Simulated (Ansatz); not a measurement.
# Site preference of Si in place of C in a frame of glassy nearly rigid carbon from 4800 K (160 atoms), part 2 of 3

Aim: make Si in place of C at several sites of a frame of glassy nearly rigid carbon from 4800 K (160 atoms), relax each, and compare their energies.

Ansatz 0.2.0; Kohn-Sham DFT, PBE, PAW (set soft_2), plane waves.

The cell: 160 C. The network of bonds at the start is that of the classical potential that made the cell. Sampling is at Γ alone, for a cell whose shortest periodic width is 12 Å.

So far. Step 2 (Single point at the start): The r.m.s. force at the start is 3.2 eV/Å. Step 3 (Relaxation): The relaxation converged after 23 steps, 102 eV below its start, with a largest force component of 0.038 eV/Å.

## 4. Single point at the relaxed geometry

One more single point at the end of the walk gives the fuller output and checks the residual forces.

Contents of input.yaml:

```yaml
crystal:
  lattice:
    - [12.1119, 0.0, 0.0]
    - [0.0, 12.1119, 0.0]
    - [0.0, 0.0, 12.1119]
  atoms:
    - { symbol: C, position: [0.63714, 0.89831, 0.48642] }
    - { symbol: C, position: [0.85764, 0.63343, 0.80622] }
    - { symbol: C, position: [0.40548, 0.29996, 0.03154] }
    - { symbol: C, position: [0.15374, 0.29224, 0.40331] }
    - { symbol: C, position: [0.98008, 0.74702, 0.16873] }
    - { symbol: C, position: [0.7798, 0.0257, 0.55693] }
    [... 148 atom lines left out ...]
    - { symbol: C, position: [0.52963, 0.4599, 0.0053] }
    - { symbol: C, position: [0.28311, 0.86209, 0.33131] }
    - { symbol: C, position: [0.16301, 0.22708, 0.83366] }
    - { symbol: C, position: [0.70998, 0.76887, 0.89359] }
    - { symbol: C, position: [0.4679, 0.76517, 0.68795] }
    - { symbol: C, position: [0.66283, 0.57098, 0.73286] }
kpoints:
  mp_grid: { grid: [1, 1, 1] }
hamiltonian:
  xc: pbe
scf:
  occupations: { method: fermi_dirac, width: 0.025 }
output:
  forces: true
  stress: true
  populations: intrinsic
  dos:
    method: { smearing: { sigma: 0.15 } }
    de: 0.1
    projected: { site_lists: { C: [C] } }
  eigenvalues: true
  write_density: true
  write_potential: true
  volumetric_format: npy
```

Command:

```console
> ansatz run input.yaml --threads 4 --pin off --max-ram 8192MiB --backend cpu --events-out ev --progress --plain --runs-dir out
```

Numbers of over 12 decimals in the logs are rounded to 6 here.

The program printed:

```text
[...]
Crystal: 160 atoms, lattice volume = 1776.793 Å³
Basis set: ecut = 420 eV, 34697 PW (Γ), exchange–correlation on 162×162×162 points (8 copies of the dense FFT grid, shifted against one another)
Bands: 480, of which v1, the nominal top of the filled ones, is band 320 counted from 1 (319 counted from 0)
Symmetry: 1 space group operations
[...]
k-points: 1
[...]
SCF iter   1: F=—  HF=-39999.563527 eV  |F-HF|=—  |Δ(HF+E_count)|=         —  Δρ=1.46e-2  dr2=6.71e0  ethr=1.77e-3  ⟨swp⟩=6.0  Hψ=2114  notcnv=0  defer=98
[...]
SCF iter  11: F=-39998.564093 eV  HF=-39998.564093 eV  |F-HF|=3.18e-8  |Δ(HF+E_count)|=   1.34e-7  Δρ=1.97e-6  dr2=7.86e-8  ethr=1.56e-11  ⟨swp⟩=26.0  Hψ=4478  notcnv=0
SCF 1 converged in 11 iterations: F = -39998.564093 eV  dr2 = 7.86e-8
[...]
WARN: The input density's exchange-correlation potential varies sharply where the density is thin. Do not read a vacuum level from v_tot or v_xc, or from such a field of the output density. On a cell that repeats whose density bears no net charge and no dipole along the vacuum's axis use v_es (v_loc + v_h of the components); [...]
SCF converged after 11 iterations
Free energy (F): -39998.564093 eV
[...]
Internal energy: -39998.556847 eV  (E = F + TS)
E sigma→0 (E₀):  -39998.560470 eV
Entropy (-TS):   -0.007245 eV (-0.045 meV/atom)
Fermi energy:    4.542278 eV
[...]
--- Forces (eV/Å), atoms counted from 1 ---
  atom   1  C      0.00335087     0.00033762     0.00463762
  atom   2  C      0.00489578    -0.00750906     0.00332918
  atom   3  C      0.00862753    -0.00278801    -0.00142233
  atom   4  C     -0.00210439     0.00233008     0.00575583
  atom   5  C     -0.00015063    -0.00140585    -0.00082856
  atom   6  C      0.00952524     0.00896754    -0.00136886
  atom   7  C     -0.00090521     0.00136798    -0.02106096
  atom   8  C     -0.00707738    -0.00606928     0.00627818
  atom   9  C      0.00204602    -0.00081225    -0.00076244
  atom  10  C      0.00751243    -0.00276089    -0.02537532
  atom  11  C      0.00062227     0.00229112    -0.00134591
  atom  12  C     -0.00395992     0.00311291    -0.00326009
  atom  13  C      0.00262462    -0.00056460     0.02829543
  atom  14  C      0.00997798     0.00939103    -0.00752010
[...]
atom 159  C      0.00312159     0.00836656    -0.00477092
  atom 160  C     -0.00053872    -0.00123946    -0.00150131
  max |Σ_I F_I| component: 3.43e-5 eV/Å
--- Stress (GPa, compression-positive) ---
      -13.040574      -1.382564       0.126585
       -1.382564      -9.711779      -0.004984
        0.126584      -0.004984      -6.844551
  P = ⅓ Tr σ = -9.8656 GPa (-98.656 kbar)
--- Band table (eV) ---
[...]
--- intrinsic populations: 160 sites ---
  site symbol       q [e]
     0      C      3.9813
     1      C      3.9895
     2      C      3.9985
[...]
159      C      4.0029
  spilling = 0.000000 (of n_electrons = 640.000000)
```

Wall time 49 s (4 threads of Arm Neoverse V2, shared host); peak memory 2.4 GiB.

The program notes that the exchange-correlation potential is rough where the density is thin.

Read from the output:

```yaml
free_energy: -39998.5641 eV
free_energy_per_atom: -249.9910 eV/atom
scf_cycles: 11
pressure: -9.866 GPa
r_m_s_force_component: 0.00829 eV/Å
longest_force: 0.0434 eV/Å
fermi_energy: 4.542 eV
spacing_of_highest_filled_and_lowest_empty_level: 0.2285 eV
```

Intrinsic-atomic-orbital charges by element and coordination:

```csv
element,coordination,atoms,mean charge (e),spread,least,most
C,all,160,0,0.029,-0.100,0.0799
C,2,25,-0.0036,0.0384,-0.100,0.069
C,3,128,-5.0e-4,0.0271,-0.0592,0.0799
C,4,7,0.0212,0.0049,0.0147,0.0278
```

States in the cell by windows of 1 eV, zero at the Fermi level; the larger projections on atomic orbitals stand beside the total:

```csv
from (eV),to (eV),total,C p,C s
-18,-17,22.1,5.5,16.3
-17,-16,28.7,8.6,19.7
-16,-15,31.0,10.9,19.7
-15,-14,26.7,11.6,14.8
-14,-13,26.9,13.6,13.0
-13,-12,24.8,14.5,10.0
-12,-11,25.6,16.7,8.6
-11,-10,26.7,19.5,7.0
-10,-9,31.8,25.8,5.7
-9,-8,42.4,37.3,4.7
-8,-7,50.9,46.7,3.6
-7,-6,50.4,47.2,2.7
-6,-5,44.4,42.0,2.0
-5,-4,35.6,33.8,1.5
-4,-3,41.6,39.7,1.7
-3,-2,42.2,40.5,1.6
-2,-1,37.9,36.1,1.5
-1,0,27.7,26.1,1.3
0,1,29.6,27.7,1.4
1,2,30.7,28.2,1.8
2,3,34.2,30.6,2.4
3,4,35.7,31.4,2.7
4,5,28.4,22.1,2.7
```

Between -20 and -18 eV lie 23 more states.

The levels nearest the highest filled one (over half full), pooled over k-points and spins:

```csv
level less the highest filled one (eV),occupation
-0.320,2
-0.238,2
-0.196,2
-0.144,2
-0.0541,2.00
0,1.98
0.229,0.019
0.263,0.005
0.318,0.001
0.349,0
0.397,0
0.546,0
```

Valence density in the ac plane at fractional y = 0.014, with atoms of C within 0.2 Å of it. It is the smooth field of the valence electrons, not physical close to the nuclei.

Ten even steps from '0' (0.0 e/Å³) to '9' (1.9 e/Å³), each cell a mean:
```
2100000126874211124763100000000012
5210000026973100013786200000000135
7310000014874100001465210000001478
5200000014886200001255210000012588
1000000013675200000233210000013553
0000000001221000000011100000013542
2111222100000000000000000000014874
8654466310000000000000000000136899
8985444210000000000000000123345667
3553111111000000000000012468642112
0111001343100000000012356899621000
0000002698310000000025899764210000
0000002588410000000024664211000000
0000001244210000000001111000000000
0000000011100000012110000000000000
0000000000000000247631000000000000
0000000000000000258973100000000000
0000000000000000136996310001243200
0000000000000000012698520002588410
0000000000000000001367520002598410
0000000000000011000112110002597310
0000000000001244311000000002698410
0000000000012577432100000001477310
0000000012344554323321000000122110
```
Columns run along a (12.1 Å), rows up along c (12.1 Å). Atoms in or near the plane, at fractional coordinates: C at (0.78, 0.56), C at (0.25, 0.49), C at (0.33, 0.84), C at (0.61, 0.21), C at (0.68, 0.50), C at (0.04, 0.64), C at (0.93, 0.68), C at (0.87, 0.20), C at (0.55, 0.31), C at (0.97, 0.88), C at (0.87, 0.08), C at (0.30, 0.95).

Electrostatic potential energy in the ac plane at fractional y = 0.014, with atoms of C within 0.2 Å of it. With pseudopotentials it is smooth inside the atoms' cores, unlike the true potential.

Values in eV, 13 rows by 16 columns, each cell a mean:
```
  1   7   8   5 -33 -29   3   6  -1 -30  -6   8   8   8   6  -2
-17   8   9   8  -9 -28   3   8   4 -16  -3   8   9   8   1 -44
  4   8   8   7  -6 -26   3   9   7  -4  -3   7   8   7  -6  -7
 -1   2  -1   4   6   7   8   9   9   8   8   8   8   6 -17 -20
-43 -23  -9   0   7   9   9   9   9   9   9   7   3  -2 -19 -24
 -2   2   4  -1   0   8   9   9   9   7  -4  -9 -43 -14   4   6
  9   9   7 -26 -38   5   9   9   8   3 -34 -28  -8   3   8   9
  9   9   9   3   0   8   9   8   5   4   4   5   8   9   9   9
  9   9   9   9   8   9   8   4 -27 -21   7   9   8   8   8   9
  9   9   9   9   9   9   8   6 -16 -30 -10   7   7  -8  -8   7
  9   9   9   9   9   9   8   8   5 -24 -18   6   5 -28 -29   6
  9   9   9   9   9   7   1  -5   6   6   6   8   6 -26 -29   5
  7   9   9   8   2  -1  -8 -10   0   2   6   8   7  -9 -11   5
```
Columns run along a (12.1 Å; values clipped at the 3rd and 97th percentile), rows up along c (12.1 Å). Atoms in or near the plane, at fractional coordinates: C at (0.78, 0.56), C at (0.25, 0.49), C at (0.33, 0.84), C at (0.61, 0.21), C at (0.68, 0.50), C at (0.04, 0.64), C at (0.93, 0.68), C at (0.87, 0.20), C at (0.55, 0.31), C at (0.97, 0.88), C at (0.87, 0.08), C at (0.30, 0.95).

Filled and empty levels are parted by 0.229 eV (at Γ alone); a semilocal functional tends to put such gaps too low. In a disordered cell it changes from sample to sample, and tail or defect levels can set it. Intrinsic-atomic-orbital charges run from -0.10 to +0.08 e. Within 0.4 eV of the Fermi level the largest share is C p (95 % of the projected weight).

## 5. Si on a site of C, site C159

The site has 2 bonded neighbours (C2) at 1.36 Å on average, by cutoffs that count no bonds between two metal atoms or like ions. The change is made in the relaxed cell and the atoms are relaxed again.

Contents of input.yaml:

```yaml
crystal:
  lattice:
    - [12.1119, 0.0, 0.0]
    - [0.0, 12.1119, 0.0]
    - [0.0, 0.0, 12.1119]
  atoms:
    [... atom lines 1 to 155 left out ...]
    - { symbol: C, position: [0.28311, 0.86209, 0.33131] }
    - { symbol: C, position: [0.16301, 0.22708, 0.83366] }
    - { symbol: C, position: [0.70998, 0.76887, 0.89359] }
    - { symbol: Si, position: [0.4679, 0.76517, 0.68795] }
    - { symbol: C, position: [0.66283, 0.57098, 0.73286] }
kpoints:
  mp_grid: { grid: [1, 1, 1] }
hamiltonian:
  xc: pbe
scf:
  occupations: { method: fermi_dirac, width: 0.025 }
output:
  forces: true
  eigenvalues: true
relax:
  f_tol: 0.05
  max_steps: 90
```

The program printed:

```text
[...]
Crystal: 160 atoms, lattice volume = 1776.793 Å³
Basis set: ecut = 420 eV, 34697 PW (Γ), exchange–correlation on 162×162×162 points (8 copies of the dense FFT grid, shifted against one another)
Bands: 480, of which v1, the nominal top of the filled ones, is band 320 counted from 1 (319 counted from 0)
Symmetry: 1 space group operations
[...]
k-points: 1
[...]
SCF iter   1: F=—  HF=-40374.862066 eV  |F-HF|=—  |Δ(HF+E_count)|=         —  Δρ=1.48e-2  dr2=7.00e0  ethr=1.77e-3  ⟨swp⟩=6.0  Hψ=2116  notcnv=0  defer=100
[...]
SCF iter   8: F=-40373.797780 eV  HF=-40373.797790 eV  |F-HF|=9.89e-6  |Δ(HF+E_count)|=   2.59e-5  Δρ=3.55e-5  dr2=2.47e-5  ethr=9.77e-9  ⟨swp⟩=17.0  Hψ=3341  notcnv=0
SCF 1 converged in 8 iterations: F = -40373.797780 eV  dr2 = 2.47e-5
[...]
relax step   1: F+E_penalty+E_count = -40373.79777991 eV  Δ(F+E_penalty+E_count) = +0.000e0 eV  max|allowed force component| = 2.710e1 eV/Å  Δτ_max = 0.0000 Å  (8 SCF iters, dr2 threshold 6.25e-5 eV, accepted)
[...]
relax step   2: F+E_penalty+E_count = -40379.91026055 eV  Δ(F+E_penalty+E_count) = -6.112e0 eV  max|allowed force component| = 1.060e1 eV/Å  Δτ_max = 0.1629 Å  (7 SCF iters, dr2 threshold 1.00e-4 eV, accepted)
[...]
relax step   3: F+E_penalty+E_count = -40381.65373240 eV  Δ(F+E_penalty+E_count) = -1.743e0 eV  max|allowed force component| = 5.230e0 eV/Å  Δτ_max = 0.2000 Å  (6 SCF iters, dr2 threshold 1.00e-4 eV, accepted)
relax step   4: F+E_penalty+E_count = -40382.88667720 eV  Δ(F+E_penalty+E_count) = -1.233e0 eV  max|allowed force component| = 2.484e0 eV/Å  Δτ_max = 0.1948 Å  (6 SCF iters, dr2 threshold 1.00e-4 eV, accepted)
relax step   5: F+E_penalty+E_count = -40383.47919245 eV  Δ(F+E_penalty+E_count) = -5.925e-1 eV  max|allowed force component| = 1.417e0 eV/Å  Δτ_max = 0.2000 Å  (6 SCF iters, dr2 threshold 1.00e-4 eV, accepted)
relax step   6: F+E_penalty+E_count = -40383.84529850 eV  Δ(F+E_penalty+E_count) = -3.661e-1 eV  max|allowed force component| = 1.453e0 eV/Å  Δτ_max = 0.1945 Å  (6 SCF iters, dr2 threshold 1.00e-4 eV, accepted)
relax step   7: F+E_penalty+E_count = -40384.25963809 eV  Δ(F+E_penalty+E_count) = -4.143e-1 eV  max|allowed force component| = 1.506e0 eV/Å  Δτ_max = 0.1936 Å  (6 SCF iters, dr2 threshold 1.00e-4 eV, accepted)
relax step   8: F+E_penalty+E_count = -40384.60900246 eV  Δ(F+E_penalty+E_count) = -3.494e-1 eV  max|allowed force component| = 9.423e-1 eV/Å  Δτ_max = 0.1968 Å  (6 SCF iters, dr2 threshold 1.00e-4 eV, accepted)
relax step   9: F+E_penalty+E_count = -40384.74334961 eV  Δ(F+E_penalty+E_count) = -1.343e-1 eV  max|allowed force component| = 4.578e-1 eV/Å  Δτ_max = 0.0754 Å  (6 SCF iters, dr2 threshold 1.00e-4 eV, accepted)
relax step  10: F+E_penalty+E_count = -40384.77664190 eV  Δ(F+E_penalty+E_count) = -3.329e-2 eV  max|allowed force component| = 4.377e-1 eV/Å  Δτ_max = 0.0875 Å  (6 SCF iters, dr2 threshold 4.95e-5 eV, accepted)
relax step  11: F+E_penalty+E_count = -40384.80230895 eV  Δ(F+E_penalty+E_count) = -2.567e-2 eV  max|allowed force component| = 9.768e-2 eV/Å  Δτ_max = 0.0460 Å  (5 SCF iters, dr2 threshold 4.52e-5 eV, accepted)
relax step  12: F+E_penalty+E_count = -40384.80699570 eV  Δ(F+E_penalty+E_count) = -4.687e-3 eV  max|allowed force component| = 7.185e-2 eV/Å  Δτ_max = 0.0078 Å  (8 SCF iters, accepted)
[...]
relax step  13: F+E_penalty+E_count = -40384.80928566 eV  Δ(F+E_penalty+E_count) = -2.290e-3 eV  max|allowed force component| = 4.566e-2 eV/Å  Δτ_max = 0.0061 Å  (8 SCF iters, accepted)
SCF converged after 8 iterations
Free energy (F): -40384.809286 eV
[...]
Internal energy: -40384.775439 eV  (E = F + TS)
E sigma→0 (E₀):  -40384.792362 eV
Entropy (-TS):   -0.033847 eV (-0.212 meV/atom)
Fermi energy:    4.598653 eV
[...]
--- Forces (eV/Å), atoms counted from 1 ---
  atom   1  C     -0.00306674     0.00844726     0.00611474
  atom   2  C      0.00233881    -0.00961650     0.00151729
  atom   3  C      0.00528138     0.00605544     0.00169919
  atom   4  C      0.00000942    -0.00049214    -0.00131445
  atom   5  C     -0.00345042     0.00002061    -0.00411564
  atom   6  C     -0.00076178    -0.00095467     0.00456158
  atom   7  C     -0.00315952     0.00527501    -0.00154307
  atom   8  C      0.00291967    -0.00203098    -0.00071325
  atom   9  C     -0.00318996    -0.00084521     0.00193009
  atom  10  C     -0.00546276     0.00451852     0.02088433
  atom  11  C     -0.00361535     0.01026195     0.00282431
  atom  12  C      0.01109607     0.01826872     0.02070196
  atom  13  C      0.00062384     0.00474618    -0.00738198
  atom  14  C     -0.01766181    -0.00511814     0.00628934
[...]
atom 159  Si    -0.01993471     0.01593783    -0.00619903
  atom 160  C      0.01560267    -0.00387014     0.00353705
  max |Σ_I F_I| component: 4.51e-5 eV/Å
--- Band table (eV) ---
[...]
--- Relaxed structure (13 steps of the walk, 13 accepted, 0 SCFs on fresh bases) ---
  F+E_penalty+E_count = -40384.80928566 eV   max|allowed force component| = 4.566e-2 eV/Å
  atoms:
    - { symbol: C, position: [0.635100, 0.898689, 0.486262] }
    - { symbol: C, position: [0.856708, 0.634529, 0.800785] }
    - { symbol: C, position: [0.402953, 0.300962, 0.032696] }
    - { symbol: C, position: [0.154233, 0.291973, 0.407254] }
[...]
- { symbol: C, position: [0.667682, 0.563473, 0.737897] }
```

It took 6.8 min on 4 threads; peak memory 2.5 GiB; 26 min of CPU time.

The relaxation converged after 13 steps, 11.0 eV below its start, with a largest force component of 0.046 eV/Å.

The surroundings of the Si atom, after relaxation, nearest first, numbered as they follow in the input and with coordinates relative to it.

```csv
atom,x,y,z,distance (Å),bonds
Si159,0.00,0.00,0.00,0.00,4
C129,-1.28,0.56,-1.21,1.85,3
C87,0.69,-1.85,0.03,1.98,4
C138,1.03,0.29,-1.68,1.99,4
C103,-0.61,1.20,1.52,2.03,3
C35,-0.27,1.04,-2.01,2.28,3
C160,1.95,-1.55,0.98,2.68,3
C38,0.96,-2.02,-1.52,2.71,3
C77,-0.19,0.56,2.72,2.79,3
C137,-2.65,0.78,-0.67,2.85,3
```

The column of bonds counts only the pairs C-C within 1.85 Å, C-Si within 2.17 Å; other neighbours, such as metal atoms beside each other in a compound, aren't counted, and periodic images can show an atom twice.

The largest move is 1.08 Å, by Si159.

## 6. Si on a site of C, site C74

The site has 4 bonded neighbours (C4) at 1.63 Å on average. 

Input and log are left out; they have the form of those shown for this kind of step.

The job ended after 3.7 min (4 threads of Arm Neoverse V2, shared host; peak memory 2.5 GiB).

The relaxation converged after 7 steps, 4.48 eV below its start, with a largest force component of 0.050 eV/Å.

The surroundings of the Si atom, after relaxation, nearest first, numbered as they follow in the input and with coordinates relative to it.

```csv
atom,x,y,z,distance (Å),bonds
Si74,0.00,0.00,0.00,0.00,4
C80,1.19,1.11,0.89,1.86,3
C56,1.02,-1.51,-0.38,1.86,3
C76,-0.83,1.05,-1.30,1.87,3
C86,-1.29,-0.94,1.10,1.94,4
C84,0.82,-2.39,0.81,2.66,3
C30,1.92,1.86,-0.23,2.68,3
C45,-0.66,-2.36,1.12,2.69,3
C70,1.18,0.84,2.27,2.70,3
C114,-2.19,0.55,-1.48,2.70,3
C154,0.09,2.19,-1.72,2.79,3
C72,-2.65,-1.05,0.35,2.87,3
C131,1.41,-1.92,-1.65,2.90,3
C66,-1.28,-0.44,2.57,2.90,3
C108,-2.44,-1.09,-1.15,2.91,4
```

The column of bonds counts only the pairs C-C within 1.85 Å, C-Si within 2.28 Å; other neighbours, such as metal atoms beside each other in a compound, aren't counted, and periodic images can show an atom twice.

The largest move is 0.31 Å, by C76.

## 7. Si on a site of C, site C4

The site has 3 bonded neighbours (C3) at 1.48 Å on average. 

Input and log are left out; they have the form of those shown for this kind of step.

It took 7.1 min on 4 threads of Arm Neoverse V2, shared host; peak memory 2.5 GiB; 27 min of CPU time.

The relaxation converged after 15 steps, 7.74 eV below its start, with a largest force component of 0.041 eV/Å.

(Part 2 of 3 ends here.)

[Logs are printed without paths, hosts, clocks, repeated set-up lines and the standing remarks that a program may print on its own settings, such as how far it seeks lower states.]

[Hosts, paths, dates, database ids (printed as entryN), source tags and the programs' standing remarks are cut or masked in the printed files.]
